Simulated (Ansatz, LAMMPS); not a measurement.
## Structural relaxation of a frame of liquid (Na,Rb,Li)(F,Br) from 900 K (118 atoms)

Wanted: the relaxed structure of a frame of liquid (Na,Rb,Li)(F,Br) from 900 K (118 atoms) and its electronic structure.

Main program and level: Ansatz 0.2.0; Kohn-Sham DFT, revPBE, PAW (set soft_2), plane waves.

**1. Set-up**

The cell holds 118 atoms: 18 Na, 19 Rb, 22 Li, 33 F and 26 Br. Its edges and angles: a = 14.703 Å, b = 14.703 Å, c = 14.703 Å, α = 90.0°, β = 90.0°, γ = 90.0°. 118 atoms (18 Na, 19 Rb, 22 Li, 33 F, 26 Br) placed at random at 2.56 g/cm³, melted at 1800 K for 10 ps at fixed volume with the Lennard-Jones and Coulomb ion parameters for SPC/E (Joung and Cheatham, J. Phys. Chem. B 112, 9020 (2008)), full charges. Snapshot at the end of a hold of 20 ps at 900 K and fixed volume.

What the set-up can't give: The starting topology of bonds comes from the classical model. The ion parameters were fitted for water, not for melts, so the starting structure of this cell may lie well off the real melt's. The Brillouin zone is sampled at Γ only, in a cell whose shortest periodic width is 15 Å.

**2. Single point at the start**

A single point comes first, to see the forces before anything moves.

Contents of input.yaml:

```yaml
crystal:
  lattice:
    - [14.7034, 0.0, 0.0]
    - [0.0, 14.7034, 0.0]
    - [0.0, 0.0, 14.7034]
  atoms:
    - { symbol: Na, position: [0.78855, 0.88862, 0.66177] }
    - { symbol: Na, position: [0.55614, 0.70747, 0.6897] }
    - { symbol: Na, position: [0.40885, 0.5766, 0.97537] }
    - { symbol: Na, position: [0.74015, 0.83744, 0.14945] }
    [... 108 atom lines left out ...]
    - { symbol: Br, position: [0.09937, 0.19137, 0.696] }
    - { symbol: Br, position: [0.56979, 0.57044, 0.04914] }
    - { symbol: Br, position: [0.37369, 0.68592, 0.78758] }
    - { symbol: Br, position: [0.13647, 0.69792, 0.89895] }
    - { symbol: Br, position: [0.61198, 0.19986, 0.81234] }
    - { symbol: Br, position: [0.65536, 0.75615, 0.28821] }
kpoints:
  mp_grid: { grid: [1, 1, 1] }
hamiltonian:
  xc: revpbe
scf:
  occupations: { method: fixed }
output:
  forces: true
  stress: true
  populations: true
  dos:
    method: { smearing: { sigma: 0.15 } }
    de: 0.1
    projected: { site_lists: { Br: [Br], F: [F], Li: [Li], Na: [Na], Rb: [Rb] } }
  eigenvalues: true
```

Run with:

```sh
$ ansatz run input.yaml --threads 4 --pin off --max-ram 8192MiB --backend cpu --events-out ev --progress --plain --runs-dir out
```

Elapsed: 82 s, on 4 threads of Arm Neoverse V2, shared host; peak memory 4.4 GiB.

Read from the output:

| Quantity | Value |
| --- | --- |
| free energy | -192843.6419 eV |
| free energy per atom | -1634.2682 eV/atom |
| SCF cycles | 10 |
| pressure | -0.6373 GPa |
| r.m.s. force component | 0.3347 eV/Å |
| longest force | 1.421 eV/Å |
| Fermi energy | 0.8152 eV |
| gap (highest filled to lowest empty level) | 3.508 eV |
| spilling of the projection | 0.004192 |

The r.m.s. force component of 0.33 eV/Å and the pressure of -0.64 GPa set the starting point.

Length of the force by element:

```
element  coordination  atoms  mean length of the force (eV/Å)  spread   least   most
     Br           all     26                            0.473   0.199  0.0613  0.943
      F           all     33                            0.545   0.229   0.118   1.04
     Li           all     22                            0.660   0.267   0.300   1.42
     Na           all     18                            0.476   0.241   0.142   1.04
     Rb           all     19                            0.479   0.188   0.202  0.883
```

**3. Relaxation**

The atoms are relaxed in the fixed cell, aiming at the force tolerance of the input.

input.yaml, the sections that differ from step 2:

```yaml
output:
  forces: true
relax:
  f_tol: 0.03
  max_steps: 107
# crystal, kpoints, hamiltonian, scf: as in step 2
```

Elapsed: 22 min, on 4 threads; peak memory 4 GiB.

The steps of the relaxation (22 of 40):

```
step  energy less that of the first step (eV)  largest force component (eV/Å)
   1                                   0.0000                          1.1932
   3                                  -6.7286                          0.5051
   5                                  -8.9835                          0.3258
   7                                 -10.2781                          0.2887
   8                                 -10.6121                          0.1387
  10                                 -11.0374                          0.0797
  12                                 -11.3115                          0.2836
  14                                 -11.6038                          0.1116
  16                                 -11.8083                          0.0748
  18                                 -11.9504                          0.0706
  20                                 -12.1037                          0.1198
  21                                 -12.1519                          0.0886
  23                                 -12.2620                          0.1541
  25                                 -12.3051                          0.5170
  27                                 -12.3855                          0.0480
  29                                 -12.4247                          0.1430
  31                                 -12.4809                          0.2550
  33                                 -12.5524                          0.0511
  34                                 -12.5617                          0.0647
  36                                 -12.5738                          0.0241
  38                                 -12.5806                          0.0420
  40                                 -12.5835                          0.0126
```

Relaxation step 25 was tried and not accepted.

The atoms that moved most (Å):

```
 atom      dx      dy      dz  length
Br115   1.565   1.525   0.842   2.342
 Br93   1.360  -0.857  -0.401   1.656
 Br96  -1.061  -0.278   1.093   1.549
 Li38   1.189   0.325  -0.861   1.503
 Na16   1.386  -0.249   0.479   1.488
Br110  -1.280   0.701  -0.084   1.461
 Na12  -0.559   1.289   0.319   1.441
  Na7  -0.455   0.054   1.334   1.410
```

The relaxation changed the energy by -107 meV/atom, and atoms moved by 0.84 Å r.m.s., 2.3 Å at most.

**4. Local order after relaxation**

Bonds before and after, by the cutoffs listed below:

```
 pair  bonds before  bonds after  mean before (Å)  mean after (Å)  spread before (Å)  spread after (Å)
 F-Li            60           61            2.119           1.899              0.115             0.057
 F-Na            40           43            2.469           2.358              0.172             0.130
Br-Li            24           23            2.667           2.713              0.162             0.157
Br-Rb            65           72            3.538           3.558              0.272             0.170
Br-Na            40           41            3.035           3.041              0.194             0.139
```

Density 2.56 g/cm³, 26.94 Å³ an atom.

Pair distribution functions g(r), in bins of 0.2 Å:

```
r (Å)  total   F-F  F-Br   F-Li  F-Rb   F-Na  Br-Br
 1.70   0.12  0.00  0.00   1.10  0.00   0.00   0.00
 1.90   2.79  0.00  0.00  26.75  0.00   0.00   0.00
 2.10   0.17  0.00  0.00   1.68  0.00   0.00   0.00
 2.30   1.14  0.00  0.00   0.00  0.00  12.60   0.00
 2.50   0.47  0.00  0.00   0.00  0.00   3.15   0.00
 2.70   0.65  0.94  0.00   0.00  1.07   0.62   0.00
 2.90   1.39  4.17  0.00   0.22  3.80   0.27   0.00
 3.10   1.12  2.92  0.00   0.00  2.51   0.00   0.00
 3.30   1.08  4.53  0.26   0.47  1.11   0.19   0.00
 3.50   1.54  1.92  1.90   0.71  0.65   0.35   0.00
 3.70   1.34  0.68  2.35   1.25  0.75   0.15   0.00
 3.90   0.95  1.06  2.13   1.04  0.39   0.29   0.72
 4.10   0.98  0.83  1.49   1.54  0.72   0.76   1.54
 4.30   1.06  0.25  1.28   1.41  0.97   0.91   3.02
 4.50   0.97  0.70  0.73   0.85  0.80   1.25   2.02
 4.70   0.90  0.42  0.86   1.42  0.45   1.65   1.17
 4.90   0.91  0.77  0.86   1.09  0.76   0.97   1.40
 5.10   0.98  0.80  0.57   1.00  1.15   1.64   1.45
 5.30   1.00  0.74  0.78   1.11  0.93   1.36   1.07
 5.50   1.01  1.06  1.17   0.63  1.61   0.92   0.86
 5.70   0.92  1.15  1.08   0.54  1.05   0.52   1.38
 5.90   0.94  0.79  0.72   0.75  1.09   0.61   0.75
 6.10   0.92  0.87  0.79   0.75  1.25   1.15   0.51
 6.30   0.95  0.88  1.08   0.84  1.12   0.86   0.75
 6.50   0.99  0.93  1.22   0.74  1.29   0.95   0.71
 6.70   1.02  1.09  1.35   0.77  1.17   1.28   1.17
 6.90   0.97  0.78  1.08   0.70  1.14   0.94   0.55
 7.10   0.97  0.83  1.16   0.72  0.96   0.80   1.12
```

Bonds by pair of elements; cutoffs follow the first minimum of g(r), held within bounds set by covalent radii, and pairs that aren't listed don't count as bonded:

```
pair A-B  cutoff (Å)  bonds  mean length (Å)  spread (Å)  shortest (Å)  B about A  A about B
    F-Li        2.43     61             1.90       0.057          1.77       1.85       2.77
    F-Rb        3.48     39             3.03       0.181          2.69       1.18       2.05
    F-Na        2.97     43             2.36        0.13          2.22       1.30       2.39
   Br-Li        3.12     23             2.71       0.157          2.44      0.885       1.04
   Br-Rb        4.13     72             3.56        0.17          3.19       2.77       3.79
   Br-Na        3.52     41             3.04       0.139          2.82       1.58       2.28
```

The cutoff for F-Rb falls short of the minimum of g(r), so counts run low and odd coordinations can be artefacts.

How many atoms have how many bonded neighbours:

```
element  mean  3   4   5   6  7
     Br  5.23  0   1  18   7  0
      F  4.33  2  19  11   1  0
     Li  3.82  4  18   0   0  0
     Na  4.67  0   8   8   2  0
     Rb  5.84  0   0   4  14  1
```

Bond angles, per cent of each kind in bins of 5°:

```
angle (°)  Br-Rb-F  Br-Rb-Br  Na-Br-Rb  Br-Na-F  Rb-Br-Rb
    55–60      1.7       0.0       0.0      0.0       0.0
    60–65      1.7       0.0       1.1      0.0       0.0
    65–70      9.2       6.1       3.2      1.2       0.0
    70–75     13.4       6.1       5.3      3.8       3.8
    75–80      6.7      12.3       6.4     11.3       7.6
    80–85      6.7       8.8       9.6      7.5      20.3
    85–90      5.0       7.9      11.7     13.8      10.1
    90–95      5.9       8.8      11.7      5.0       6.3
   95–100      4.2       4.4       8.5      5.0       5.1
  100–105      0.8       6.1       5.3      8.8       6.3
  105–110      3.4       2.6       4.3     11.3       7.6
  110–115      5.0       3.5       2.1      5.0       5.1
  115–120      3.4       5.3       3.2      2.5       1.3
  120–125      4.2       4.4       4.3      2.5       2.5
  125–130      5.9       3.5       2.1      2.5       3.8
  130–135      5.0       2.6       5.3      5.0       1.3
  135–140      2.5       2.6       3.2      1.2       0.0
  140–145      2.5       2.6       1.1      2.5       0.0
  145–150      4.2       5.3       2.1      0.0       3.8
  150–155      2.5       1.8       3.2      1.2       1.3
  155–160      4.2       1.8       1.1      2.5       2.5
  160–165      0.8       2.6       2.1      3.8       2.5
  165–170      0.8       0.9       3.2      1.2       5.1
  170–175      0.0       0.0       0.0      1.2       3.8
  175–180      0.0       0.0       0.0      1.2       0.0
```

Bond angles (no mean is given where the spread exceeds 20°):

```
   angle  count  mean (°)  spread (°)
 Br-Rb-F    119         -           -
Br-Rb-Br    114         -           -
Na-Br-Rb     94         -           -
 Br-Na-F     80         -           -
Rb-Br-Rb     79         -           -
```

Bond length by coordination (bonds to H left out):

```
element  coordination  atoms  mean bond length (Å)
     Br             4      1                  3.24
     Br             5     18                  3.24
     Br             6      7                  3.31
      F             3      2                  2.07
      F             4     19                  2.28
      F             5     11                  2.45
      F             6      1                  2.54
     Li             3      4                  1.90
     Li             4     18                  2.16
     Na             4      8                  2.58
     Na             5      8                  2.75
     Na             6      2                  2.78
     Rb             5      4                  3.39
     Rb             6     14                  3.38
     Rb             7      1                  3.25
```

First main peaks of g(r), for some of the pairs, lie near 3.7 Å (F-Br), 1.9 Å (F-Li), 2.9 Å (F-Rb), 2.3 Å (F-Na) and 4.3 Å (Br-Br).

**5. Single point at the relaxed geometry**

The electronic structure is read at the final geometry, in a run of its own.

Contents of input.yaml:

```yaml
crystal:
  lattice:
    - [14.7034, 0.0, 0.0]
    - [0.0, 14.7034, 0.0]
    - [0.0, 0.0, 14.7034]
  atoms:
    - { symbol: Na, position: [0.8006, 0.89231, 0.68856] }
    - { symbol: Na, position: [0.59009, 0.71767, 0.68427] }
    - { symbol: Na, position: [0.46134, 0.60429, 0.9263] }
    - { symbol: Na, position: [0.77883, 0.84493, 0.14278] }
    [... 108 atom lines left out ...]
    - { symbol: Br, position: [0.10049, 0.19778, 0.6808] }
    - { symbol: Br, position: [0.64001, 0.57568, 0.99961] }
    - { symbol: Br, position: [0.48015, 0.78965, 0.84483] }
    - { symbol: Br, position: [0.17911, 0.69439, 0.9286] }
    - { symbol: Br, position: [0.57072, 0.16955, 0.81445] }
    - { symbol: Br, position: [0.71125, 0.72081, 0.30953] }
kpoints:
  mp_grid: { grid: [1, 1, 1] }
hamiltonian:
  xc: revpbe
scf:
  occupations: { method: fixed }
output:
  forces: true
  stress: true
  populations: true
  dos:
    method: { smearing: { sigma: 0.15 } }
    de: 0.1
    projected: { site_lists: { Br: [Br], F: [F], Li: [Li], Na: [Na], Rb: [Rb] } }
  eigenvalues: true
  write_density: true
  write_potential: true
  volumetric_format: npy
```

It took 90 s on 4 threads; peak memory 4.4 GiB.

The program notes that the exchange-correlation potential is rough where the density is thin.

Numbers from this run:

```
free energy                                      : -192856.2253 eV
free energy per atom                             : -1634.3748 eV/atom
SCF cycles                                       : 10
pressure                                         : 0.1534 GPa
r.m.s. force component                           : 0.0027 eV/Å
longest force                                    : 0.01346 eV/Å
Fermi energy                                     : 0.4788 eV
gap (highest filled to lowest empty level) : 4.016 eV
spilling of the projection                       : 0.003946
```

Löwdin charges by element (they lack the spilled electrons, 0.027 e an atom on average):

```
element  coordination  atoms  mean charge (e)  spread   least    most
     Br           all     26           -0.648  0.0207  -0.684  -0.591
      F           all     33           -0.779  0.0057  -0.792  -0.769
     Li           all     22            0.765  0.0348   0.694   0.818
     Na           all     18            0.752  0.0288   0.702   0.807
     Rb           all     19            0.809  0.0261   0.762   0.857
```

States in the cell by windows of 1 eV, zero at the Fermi level; the larger projections on atomic orbitals stand beside the total:

```
from (eV)  to (eV)  total    F p   Br p  Rb p
      -10       -9   85.6    0.2    0.3  84.5
       -9       -8   28.4    0.1    0.1  27.9
       -8       -4    0.0    0.0    0.0   0.0
       -4       -3   11.7   11.1    0.1   0.0
       -3       -2  109.9  102.9    2.8   0.2
       -2       -1  104.3   73.3   27.1   0.2
       -1        0  126.7    5.1  117.7   0.4
        0        1    1.4    0.0    1.4   0.0
        1        3    0.0    0.0    0.0   0.0
        3        4    1.1    0.0    0.0   0.0
        4        5    4.7    0.1    0.2   0.0
```

With fixed occupations the program's Fermi level is the highest filled level; weight inside the gap is the broadening of levels at its edges.

Between -26 and -10 eV lie 264 more states.

The stored curve holds about 732 of the 812 electrons; the rest, give or take the few that broadening carries across the Fermi level, lie in deeper levels below its range.

The levels nearest the highest filled one (over half full), pooled over k-points and spins:

```
level less the highest filled one (eV)  occupation
                                -0.161           2
                                -0.150           2
                                -0.141           2
                                -0.122           2
                               -0.0975           2
                                     0           2
                                  4.02           0
                                  4.95           0
                                  5.02           0
                                  5.07           0
                                  5.14           0
                                  5.22           0
```

Mean Löwdin charges: Br -0.65, F -0.78, Li +0.77, Na +0.75, Rb +0.81 e (they miss 0.39 % of the electrons, so they add up to more than the cell's charge).

**6. Summary of results**

| Item | Value |
| --- | --- |
| energy change in the relaxation | -106.6 meV/atom |
| r.m.s. displacement | 0.845 Å |
| largest displacement | 2.342 Å |
| free energy per atom | -1634.3748 eV/atom |
| pressure | 0.1534 GPa |
| r.m.s. force component | 0.0027 eV/Å |
| gap (highest filled to lowest empty level) | 4.016 eV |
| wall time of the 3 DFT runs | 25 min |

**Reading.** Relaxation lowers the energy by 107 meV/atom and moves atoms by 0.84 Å r.m.s.; the r.m.s. force component goes from 0.33 to 0.0027 eV/Å, the pressure goes from -0.64 to 0.15 GPa, and the gap from 3.51 to 4.02 eV. First to last step the energy falls by 12.583 eV; the largest move, 2.34 Å, is that of Br115. The F-Li bonds change most in mean length: from 2.119 Å (spread 0.115) to 1.899 Å (spread 0.057), and their number from 60 to 61. Between filled and empty levels lie 4.02 eV (at Γ alone); a semilocal functional tends to put such gaps too low. In a disordered cell it changes from sample to sample and from frame to frame.

**Limits.** The starting topology of bonds comes from the classical model; in DFT atoms moved by 0.84 Å r.m.s.

[Logs are printed without paths, hosts, clocks, repeated set-up lines and the standing remarks that a program may print on its own settings, such as how far it seeks lower states.]

[Hosts, paths, dates, database ids (printed as entryN), source tags and the programs' standing remarks are cut or masked in the printed files.]
